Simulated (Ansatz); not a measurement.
# Ca on W(110): change of the work function, part 2 of 2

How does one ordered layer of Ca (hollow site) change the work function of W(110), and what dipole does each adsorbate carry?

Ansatz 0.2.0; plane-wave DFT, PBE, Ansatz PAW.

So far, work function, upper face (eV): step 2 (the clean slab) 4.84.

## (3) Adsorbate added

System of this step: CaW16 (Ca/W(110)). The cell holds 17 atoms: 16 W and 1 Ca. Cell: a = 5.473 Å, b = 5.473 Å, c = 27.831 Å, α = 90.0°, β = 90.0°, γ = 70.5°. Vacuum lies along c.

The clean slab as it ended is repeated in the plane and the adsorbate is set on one face; the cell's size fixes the coverage, and the k-mesh shrinks with it to keep the sampling density about even. Adsorbate and upper layers relax, since the dipole depends on the height.

input.yaml reads:

```yaml
crystal:
  lattice:
    - [4.468914857, -3.16, 0.0]
    - [4.468914857, 3.16, 0.0]
    - [0.0, 0.0, 27.8312890471]
  atoms:
    - { symbol: W, position: [0.0, 0.0, 0.3233770446] }
    - { symbol: W, position: [0.25, 0.25, 0.403662849] }
    - { symbol: W, position: [0.0, 0.0, 0.4853096344] }
    - { symbol: W, position: [0.25, 0.25, 0.5640759784] }
    - { symbol: W, position: [0.0, 0.5, 0.3233770446] }
    - { symbol: W, position: [0.25, 0.75, 0.403662849] }
    - { symbol: W, position: [0.0, 0.5, 0.4853096344] }
    - { symbol: W, position: [0.25, 0.75, 0.5640759784] }
    - { symbol: W, position: [0.5, 0.0, 0.3233770446] }
    - { symbol: W, position: [0.75, 0.25, 0.403662849] }
    - { symbol: W, position: [0.5, 0.0, 0.4853096344] }
    - { symbol: W, position: [0.75, 0.25, 0.5640759784] }
    - { symbol: W, position: [0.5, 0.5, 0.3233770446] }
    - { symbol: W, position: [0.75, 0.75, 0.403662849] }
    - { symbol: W, position: [0.5, 0.5, 0.4853096344] }
    - { symbol: W, position: [0.75, 0.75, 0.5640759784] }
    - { symbol: Ca, position: [0.42, 0.42, 0.6766229554] }
kpoints:
  mp_grid: { grid: [6, 6, 1] }
hamiltonian:
  xc: pbe
scf:
  occupations: { method: fermi_dirac, width: 0.1 }
  convergence: { dr2_threshold: 1.0e-08 }
efield:
  axis: 3
  dipole_correction: true
  ramp_position: 0.97
  ramp_width: 0.06
relax:
  f_tol: 0.02
  max_steps: 60
  constraints: [{ sites: [0, 1, 4, 5, 8, 9, 12, 13] }]
output:
  dos: { projected: true, e_range: [-8, 4] }
  write_potential: true
  write_density: true
  volumetric_format: npy
  elf: true
```

Run with:

```console
ansatz run input.yaml --threads 4 --pin off --max-ram 6144MiB --backend cpu --events-out ev --progress --plain --runs-dir out
```

Standard output:

```text
[...]
Crystal: 17 atoms, lattice volume = 786.054 Å³
Basis set: ecut = 420 eV, 15357 PW (Γ), exchange–correlation on 80×80×384 points (8 copies of the dense FFT grid, shifted against one another)
Bands: 141, of which v1, the nominal top of the filled ones, is band 117 counted from 1 (116 counted from 0)
Symmetry: 2 space group operations
[...]
k-points: 13 of 36 (time reversal used)
[...]
SCF iter   1: F=—  HF=-167964.110581 eV  |F-HF|=—  |Δ(HF+E_count)|=         —  Δρ=1.22e-2  dr2=4.88e1  ethr=1.77e-3  p=0.566 e·Å  D=1.30e-1 V/Å  ΔV_dip=-3.62 eV  dr2_dipole=3.69e1  V_vac-E_F(+/−)=1.77/5.39 eV  ⟨swp⟩=14.8  Hψ=11548  notcnv=0
[...]
SCF iter  12: F=-167963.126058 eV  HF=-167963.126058 eV  |F-HF|=2.30e-9  |Δ(HF+E_count)|=   9.55e-9  Δρ=3.54e-7  dr2=1.92e-9  ethr=4.27e-12  p=0.336 e·Å  D=7.74e-2 V/Å  ΔV_dip=-2.15 eV  dr2_dipole=3.17e-10  V_vac-E_F(+/−)=2.74/4.90 eV  ⟨swp⟩=10.5  Hψ=11771  notcnv=0
SCF 1 converged in 12 iterations: F = -167963.126058 eV  dr2 = 1.92e-9
[...]
relax step   1: F+E_penalty+E_count = -167963.12605759 eV  Δ(F+E_penalty+E_count) = +0.000e0 eV  max|allowed force component| = 1.301e0 eV/Å  Δτ_max = 0.0000 Å  (12 SCF iters, accepted)
[...]
SCF iter   1: F=—  HF=-167963.415715 eV  |F-HF|=—  |Δ(HF+E_count)|=         —  Δρ=3.50e-3  dr2=3.22e-1  ethr=1.15e-4  p=0.336 e·Å  D=7.74e-2 V/Å  ΔV_dip=-2.15 eV  dr2_dipole=1.21e-4  V_vac-E_F(+/−)=2.76/4.91 eV  ⟨swp⟩=2.0  Hψ=7339  notcnv=0
[...]
eigensolver tolerance schedule calibrated: the retry pair's looser diagonalisation under-reported the residual by θ = 0.17 (0.12/decade); ethr = c·dr2/N_el runs at the constant in force after the calibration composes with the one it found (an armed cap, an earlier calibration), c = 7.4e-2
[...]
SCF iter   2: F=—  HF=-167963.381540 eV  |F-HF|=—  |Δ(HF+E_count)|=   3.42e-2  Δρ=1.83e-3  dr2=1.02e-1  ethr=1.01e-4  p=0.374 e·Å  D=8.61e-2 V/Å  ΔV_dip=-2.40 eV  dr2_dipole=3.57e-3  V_vac-E_F(+/−)=2.51/4.91 eV  ⟨swp⟩=4.1  Hψ=3664  notcnv=0
[...]
SCF iter  11: F=-167963.368779 eV  HF=-167963.368779 eV  |F-HF|=2.91e-11  |Δ(HF+E_count)|=   1.19e-9  Δρ=3.02e-7  dr2=2.20e-9  ethr=3.14e-12  p=0.374 e·Å  D=8.62e-2 V/Å  ΔV_dip=-2.40 eV  dr2_dipole=5.72e-13  V_vac-E_F(+/−)=2.50/4.90 eV  ⟨swp⟩=12.8  Hψ=13934  notcnv=0
SCF 2 converged in 11 iterations: F = -167963.368779 eV  dr2 = 2.20e-9
[...]
relax step   2: F+E_penalty+E_count = -167963.36877882 eV  Δ(F+E_penalty+E_count) = -2.427e-1 eV  max|allowed force component| = 1.119e0 eV/Å  Δτ_max = 0.1914 Å  (11 SCF iters, accepted)
SCF iter   1: F=—  HF=-167963.613753 eV  |F-HF|=—  |Δ(HF+E_count)|=         —  Δρ=3.67e-3  dr2=9.93e-1  ethr=1.25e-3  p=0.374 e·Å  D=8.62e-2 V/Å  ΔV_dip=-2.40 eV  dr2_dipole=1.72e-1  V_vac-E_F(+/−)=2.53/4.93 eV  ⟨swp⟩=8.1  Hψ=5442  notcnv=0
[...]
SCF iter  10: F=-167963.562843 eV  HF=-167963.562843 eV  |F-HF|=9.02e-10  |Δ(HF+E_count)|=   1.26e-8  Δρ=5.55e-7  dr2=7.25e-9  ethr=4.27e-12  p=0.416 e·Å  D=9.57e-2 V/Å  ΔV_dip=-2.66 eV  dr2_dipole=8.10e-10  V_vac-E_F(+/−)=2.23/4.90 eV  ⟨swp⟩=13.1  Hψ=14666  notcnv=0
SCF 3 converged in 10 iterations: F = -167963.562843 eV  dr2 = 7.25e-9
[...]
relax step   3: F+E_penalty+E_count = -167963.56284299 eV  Δ(F+E_penalty+E_count) = -1.941e-1 eV  max|allowed force component| = 5.303e-1 eV/Å  Δτ_max = 0.1951 Å  (10 SCF iters, accepted)
[...]
relax step   4: F+E_penalty+E_count = -167963.62263987 eV  Δ(F+E_penalty+E_count) = -5.980e-2 eV  max|allowed force component| = 1.939e-1 eV/Å  Δτ_max = 0.1973 Å  (10 SCF iters, accepted)
[...]
relax step   5: F+E_penalty+E_count = -167963.65897669 eV  Δ(F+E_penalty+E_count) = -3.634e-2 eV  max|allowed force component| = 1.483e-1 eV/Å  Δτ_max = 0.1911 Å  (10 SCF iters, accepted)
[...]
relax step   6: F+E_penalty+E_count = -167963.68508739 eV  Δ(F+E_penalty+E_count) = -2.611e-2 eV  max|allowed force component| = 8.114e-2 eV/Å  Δτ_max = 0.1950 Å  (9 SCF iters, accepted)
[...]
relax step   7: F+E_penalty+E_count = -167963.69483268 eV  Δ(F+E_penalty+E_count) = -9.745e-3 eV  max|allowed force component| = 1.894e-2 eV/Å  Δτ_max = 0.1724 Å  (9 SCF iters, accepted)
SCF iter   1: F=—  HF=-167963.695040 eV  |F-HF|=—  |Δ(HF+E_count)|=         —  Δρ=7.88e-4  dr2=7.11e-3  ethr=2.81e-5  p=0.444 e·Å  D=1.02e-1 V/Å  ΔV_dip=-2.85 eV  dr2_dipole=1.48e-4  V_vac-E_F(+/−)=2.05/4.90 eV  ⟨swp⟩=5.2  Hψ=4661  notcnv=0
[...]
SCF iter   8: F=-167963.695360 eV  HF=-167963.695360 eV  |F-HF|=4.10e-9  |Δ(HF+E_count)|=   8.63e-8  Δρ=8.55e-7  dr2=8.99e-9  ethr=4.27e-12  p=0.445 e·Å  D=1.02e-1 V/Å  ΔV_dip=-2.85 eV  dr2_dipole=1.59e-11  V_vac-E_F(+/−)=2.04/4.90 eV  ⟨swp⟩=13.0  Hψ=14690  notcnv=0
SCF 8 converged in 8 iterations: F = -167963.695360 eV  dr2 = 8.99e-9
relax step   8: F+E_penalty+E_count = -167963.69535999 eV  Δ(F+E_penalty+E_count) = -5.273e-4 eV  max|allowed force component| = 1.842e-2 eV/Å  Δτ_max = 0.0610 Å  (8 SCF iters, accepted)
NSCF: frozen V_eff on 13 k-points
[...]
SCF converged after 8 iterations
Free energy (F): -167963.695360 eV
[...]
Internal energy: -167963.282897 eV  (E = F + TS)
E sigma→0 (E₀):  -167963.489128 eV
Entropy (-TS):   -0.412463 eV (-24.263 meV/atom)
Fermi energy:    5.462847 eV
Dipole field:    D = 0.102466 V/Å  (p = 0.445114 e·Å, saw-weighted, corrected)
Work function:   Φ+ = 2.0448 eV   Φ− = 4.8966 eV
[...]
--- Forces (eV/Å), atoms counted from 1 ---
  atom   1  W      0.00014738     0.00000000     0.38398166
  atom   2  W     -0.00768843     0.00000000    -0.30804258
  atom   3  W      0.00127865     0.00000000     0.01289672
  atom   4  W     -0.00581134     0.00000000    -0.01518679
  atom   5  W     -0.00013867     0.00027124     0.34510254
  atom   6  W      0.00451163    -0.03579127    -0.41611688
  atom   7  W     -0.00054410     0.00773465    -0.00987877
  atom   8  W     -0.00290087    -0.00688494     0.00907460
  atom   9  W     -0.00013867    -0.00027124     0.34510254
  atom  10  W      0.00451163     0.03579127    -0.41611688
  atom  11  W     -0.00054410    -0.00773465    -0.00987877
  atom  12  W     -0.00290087     0.00688494     0.00907460
  atom  13  W     -0.00035671     0.00000000     0.37788291
  atom  14  W      0.01712347     0.00000000    -0.30751517
  atom  15  W     -0.00623023     0.00000000     0.00613663
  atom  16  W      0.00154240     0.00000000    -0.01842418
  atom  17  Ca    -0.00186301     0.00000000     0.01189449
  max |Σ_I F_I| component: 1.33e-5 eV/Å
--- Band table (eV; the first three rows and the last of 13) ---
  k-point 0: bands = [... 113 lower, 5.8449, 5.8666, 6.0180, 6.0925, 6.1774, 6.3470, 6.4559, 6.5044, ... 20 higher]
  k-point 1: bands = [... 113 lower, 5.3788, 5.6257, 5.7104, 5.7738, 5.9400, 6.3144, 6.4202, 6.5611, ... 20 higher]
  k-point 2: bands = [... 113 lower, 4.8529, 4.9929, 5.2101, 5.4085, 5.6315, 5.7774, 6.0071, 6.1295, ... 20 higher]
  k-point 12: bands = [... 113 lower, 4.7173, 4.7242, 4.7753, 4.9387, 4.9675, 5.0523, 5.0929, 5.5117, ... 20 higher]
--- Relaxed structure (8 steps of the walk, 8 accepted, 0 SCFs on fresh bases) ---
  F+E_penalty+E_count = -167963.69535999 eV   max|allowed force component| = 1.842e-2 eV/Å
  atoms:
    - { symbol: W, position: [0.0, 0.0, 0.3233770446] }
    - { symbol: W, position: [0.250000, 0.250000, 0.403662849] }
    - { symbol: W, position: [0.000120672, 0.000120672, 0.484838] }
    - { symbol: W, position: [0.253707, 0.253707, 0.565700] }
    - { symbol: W, position: [0.0, 0.500000, 0.3233770446] }
    - { symbol: W, position: [0.250000, 0.750000, 0.403662849] }
    - { symbol: W, position: [0.000229942, 0.500085, 0.485035] }
    - { symbol: W, position: [0.245290, 0.755269, 0.563702] }
    - { symbol: W, position: [0.500000, 0.0, 0.3233770446] }
    - { symbol: W, position: [0.750000, 0.250000, 0.403662849] }
    - { symbol: W, position: [0.500085, 0.000229942, 0.485035] }
    - { symbol: W, position: [0.755269, 0.245290, 0.563702] }
    - { symbol: W, position: [0.500000, 0.500000, 0.3233770446] }
    - { symbol: W, position: [0.750000, 0.750000, 0.403662849] }
    - { symbol: W, position: [0.500203, 0.500203, 0.485068] }
    - { symbol: W, position: [0.746869, 0.746869, 0.565689] }
    - { symbol: Ca, position: [0.500775, 0.500775, 0.655556] }
```

Wall time 2.9 min (4 threads of Intel Xeon 6975P-C (Granite Rapids), shared host); peak memory 3.1 GiB.

Relaxation path:

```csv
step,energy less that of the first step (eV),largest force component (eV/Å)
1,0.0000,1.3014
2,-0.2427,1.1186
3,-0.4368,0.5303
4,-0.4966,0.1939
5,-0.5329,0.1483
6,-0.5590,0.0811
7,-0.5688,0.0189
8,-0.5693,0.0184
```

Forces are held to the 2 operations that the program found; a distortion that breaks them can't arise in this run.

The atoms that moved most (Å):

```csv
atom,dx,dy,dz,length
Ca17,0.722,0.000,-0.586,0.930
W4,0.033,0.000,0.045,0.056
W16,-0.028,0.000,0.045,0.053
W8,0.002,0.032,-0.010,0.033
W12,0.002,-0.032,-0.010,0.033
W3,0.001,0.000,-0.013,0.013
W7,0.001,0.000,-0.008,0.008
W11,0.001,0.000,-0.008,0.008
```

The relaxed structure:

```xyz
17
Lattice="4.4689 -3.1600 0.0000 4.4689 3.1600 0.0000 0.0000 0.0000 27.8313" Properties=species:S:1:pos:R:3
W     0.0000    0.0000    9.0000
W     2.2345    0.0000   11.2345
W     0.0011    0.0000   13.4937
W     2.2676    0.0000   15.7441
W     2.2345    1.5800    9.0000
W     4.4689    1.5800   11.2345
W     2.2359    1.5795   13.4991
W     4.4714    1.6115   15.6886
W     2.2345   -1.5800    9.0000
W     4.4689   -1.5800   11.2345
W     2.2359   -1.5795   13.4991
W     4.4714   -1.6115   15.6886
W     4.4689    0.0000    9.0000
W     6.7034    0.0000   11.2345
W     4.4707    0.0000   13.5001
W     6.6754    0.0000   15.7439
Ca    4.4758    0.0000   18.2450
```

This step gave:

```
energy at zero smearing        : -167963.4891 eV
work function, upper face      : 2.045 eV
work function, lower face      : 4.897 eV
dipole along the normal        : 0.4451 e·Å
step between the vacuum levels : -2.852 eV
```

Running mean over 2.234 Å of the planar mean; the ramp of the sawtooth is left out. Table of electron's electrostatic potential energy less the Fermi level by z:

```csv
z (Å),electron's electrostatic potential energy less the Fermi level (eV)
3.5,4.90
4.0,4.90
4.5,4.89
5.0,4.88
5.5,4.85
6.0,4.75
6.5,4.41
7.0,3.27
7.5,-0.134
8.0,-5.75
8.5,-10.5
9.0,-12.2
9.5,-12.5
10.0,-12.5
10.5,-12.6
11.0,-12.7
11.5,-12.7
12.0,-12.5
12.5,-12.4
13.0,-12.6
13.5,-12.7
14.0,-12.7
14.5,-12.7
15.0,-12.6
15.5,-12.3
16.0,-11.6
16.5,-8.60
17.0,-4.20
17.5,-1.24
18.0,-0.602
18.5,-0.719
19.0,-0.470
19.5,0.435
20.0,1.28
20.5,1.68
21.0,1.87
21.5,1.96
22.0,2.00
22.5,2.03
23.0,2.04
23.5,2.04
24.0,2.04
24.5,2.04
```

The density of states has structure finer than the step of the table below, so its rows give means over 0.25 eV. Peaks (eV: height): -3.310: 28.4, -3.100: 43.5, -2.920: 28.9, -2.740: 29.3, -2.590: 27.8, -2.290: 32.1, 1.590: 28.0.

Table of density of states by energy, zero at the Fermi level; means over each step:

energy (eV), density of states (states/eV a cell) and a bar:
```
    -7.75        0.9 
    -7.50        1.8 #
    -7.25        2.0 #
    -7.00        2.3 ##
    -6.75        2.1 ##
    -6.50        1.6 #
    -6.25        4.3 ####
    -6.00        5.1 #####
    -5.75       10.8 ############
    -5.50        8.4 #########
    -5.25       10.9 #############
    -5.00       11.6 #############
    -4.75       13.1 ###############
    -4.50       20.5 #########################
    -4.25       12.8 ###############
    -4.00       12.2 ##############
    -3.75        9.0 ##########
    -3.50        8.4 #########
    -3.25       19.9 ########################
    -3.00       24.8 ##############################
    -2.75       24.4 ##############################
    -2.50       20.9 #########################
    -2.25       21.9 ##########################
    -2.00       20.7 #########################
    -1.75       22.6 ###########################
    -1.50       22.5 ###########################
    -1.25       15.0 ##################
    -1.00       14.7 #################
    -0.75       10.4 ############
    -0.50       14.2 #################
    -0.25       11.7 ##############
     0.00       13.5 ################
     0.25       13.5 ################
     0.50       14.7 #################
     0.75       14.1 #################
     1.00       18.8 #######################
     1.25       20.4 #########################
     1.50       22.7 ###########################
```

Projected DOS per atom over height of the atomic layer and energy from the Fermi level. Layers: W4 W4 W4 W4 Ca from below.

Ten even steps from '0' (0.00 states/eV) to '9' (1.71 states/eV), each cell a mean:
```
67751
65562
63352
52253
42252
62251
72361
95592
86692
76681
79980
37740
33330
45540
47640
25520
24420
12210
01100
00000
00000
00000
```
Columns: height of the atomic layer (Å) from 9 to 18.2 (not evenly spaced); rows upwards: energy from the Fermi level (eV) from -7.96 to 1.75.

Valence density in the ca plane at fractional y = 0.500, with atoms of W and Ca within 0.2 Å of it. It is the smooth field of the valence electrons, not physical close to the nuclei.

Ten steps, logarithmic in the rise over the least value, from '0' (0.0 e/Å³) to '9' (6.2 e/Å³), each cell a mean:
```
99743333346999854333322110000000000000000000
87543333334788643343322110000000000000000000
55433444333455433444332111000000000000000000
44333444333444433444432211110000000000000000
55433444334455433344332234431000000000000000
87543333334788643333332367763100000000000000
99743333346999854333333589985200000000000000
99743333346999864333333589985200000000000000
98643333345899754333332478874100000000000000
76433444334576543344332345642000000000000000
44333444333444433444432222210000000000000000
44333444333444433444432211000000000000000000
76443344334677543344332110000000000000000000
98643333345899754333322110000000000000000000
99753333346999864333322110000000000000000000
```
Columns run along c (16.0 Å, from fractional 0.32 to 0.90 of the cell), rows up along a (5.5 Å). Atoms in or near the plane, at fractional coordinates: W at (0.32, 0.00), W at (0.49, 0.00), W at (0.32, 0.50), W at (0.49, 0.50), Ca at (0.66, 0.50).

Electrostatic potential energy in the ca plane at fractional y = 0.500, with atoms of W and Ca within 0.2 Å of it. With pseudopotentials it is smooth inside the atoms' cores, unlike the true potential.

Ten even steps from '0' (-59 eV) to '9' (9 eV), each cell a mean:
```
00489999986100279999999999999999999999999999
24689999997423589999999999999999999999999999
77899989999877899999999999999999999999999999
88999888999988999988999999999999999999999999
67899989999777899999999987788999999999999999
23689999997423589999999864468999999999999999
00489999986100269999999730037899999999999999
00389999985000169999999720027899999999999999
02589999986201379999999852247899999999999999
56899989998655789999999976678999999999999999
88999988999888899999999998889999999999999999
88999988999888899988999999999999999999999999
46899989998655789999999999999999999999999999
02589999986201379999999999999999999999999999
00389999985000169999999999999999999999999999
```
Columns run along c (16.0 Å, from fractional 0.32 to 0.90 of the cell; values clipped at the 3rd and 97th percentile), rows up along a (5.5 Å). Atoms in or near the plane, at fractional coordinates: W at (0.32, 0.00), W at (0.49, 0.00), W at (0.32, 0.50), W at (0.49, 0.50), Ca at (0.66, 0.50).

ELF in the ca plane at fractional y = 0.500, with atoms of W and Ca within 0.2 Å of it. It is the smooth field of the valence electrons, not physical close to the nuclei.

Ten even steps from '0' (0.00) to '9' (0.85), each cell a mean:
```
47535434534755734544445443322211000000000000
76335434442577424444455543222221110000000000
43345444553343345444566642101122211000000000
43455444555444455444566410000013332100000000
43345444553343345444565224531012443210000000
76335434542577424444553279984102444210000000
47535444534745734444541499997101454321000000
16635544535723744544541599997201454321000000
77435434533777634444552389995102454310000000
64345434542355335444564147762012443210000000
43455444554333355444566311110013332100000000
43455444554333345444566531000123221000000000
64345434542365335444456643211222110000000000
77435434533777634444455543322211100000000000
16635544535723744544444443322111000000000000
```
Columns run along c (16.0 Å, from fractional 0.32 to 0.90 of the cell), rows up along a (5.5 Å). Atoms in or near the plane, at fractional coordinates: W at (0.32, 0.00), W at (0.49, 0.00), W at (0.32, 0.50), W at (0.49, 0.50), Ca at (0.66, 0.50).

The relaxation took 8 steps and lowered the energy by 0.57 eV; the largest force on the free atoms ends at 0.018 eV/Å.

By hand: a sheet of dipoles makes a step −p/(ε₀A) in the electron's potential. With e/ε₀ = 180.95 V·Å, p = 0.4451 e·Å and A = 28.24 Å², that is −180.95 × (0.4451) / 28.24 = -2.852 eV, and the two vacuum levels of the run differ by -2.852 eV.

The covered face has 2.04 eV, -2.80 eV against the clean one; the bare back face has moved by -0.00 eV, a measure of how thin the slab is.

## (4) Work function against coverage

This step: plane-wave DFT, PBE, Ansatz PAW; work function against coverage (Ansatz 0.2.0).

The runs are now put side by side.

This step gave:

```yaml
work_function_of_the_clean_face: 4.845 eV
largest_change_of_the_work_function: -2.800 eV
```

Work function of the covered face against coverage:

```csv
coverage (adsorbates/nm²),work function of the covered face (eV)
0.00,4.84
3.54,2.04
```

The dipole per adsorbate comes from the change of the cell's dipole. Coverage, by row:

```csv
coverage (1/nm²),coverage (ML),work function (eV),change (eV),"dipole per adsorbate, positive end outwards (debye)",mean height of the added atoms over the highest substrate atom (Å)
3.541,0.25,2.045,-2.8,2.097,2.501
```

## (5) Results

| Item | Value |
| --- | --- |
| work function of the clean face | 4.84 eV |
| work function at 0.25 ML | 2.04 eV |
| dipole per adsorbate at 0.25 ML, positive end outwards | 2.10 D |

**Reading.** Ca lowers the work function of W(110) at the lowest coverage, by 2.80 eV: the adsorbate layer has its positive end outwards. One coverage alone was completed, so no trend follows. The slab has 4 layers, at the tabulated experimental lattice constant, one starting site was run, and quantum-size effects of a slab this thin can reach one or two tenths of an eV.

[Long decimals in the printed logs are rounded to 6 places.]

[Logs are printed without paths, hosts, clocks, repeated set-up lines and the standing remarks that a program may print on its own settings, such as how far it seeks lower states.]

[Hosts, paths, dates, database ids (printed as entryN), source tags and the programs' standing remarks are cut or masked in the printed files.]

[Maps of the electrostatic potential energy from Ansatz leave out the sawtooth potential of an applied field or a dipole correction, so their vacuum need not be flat; planar profiles and work functions include it.]
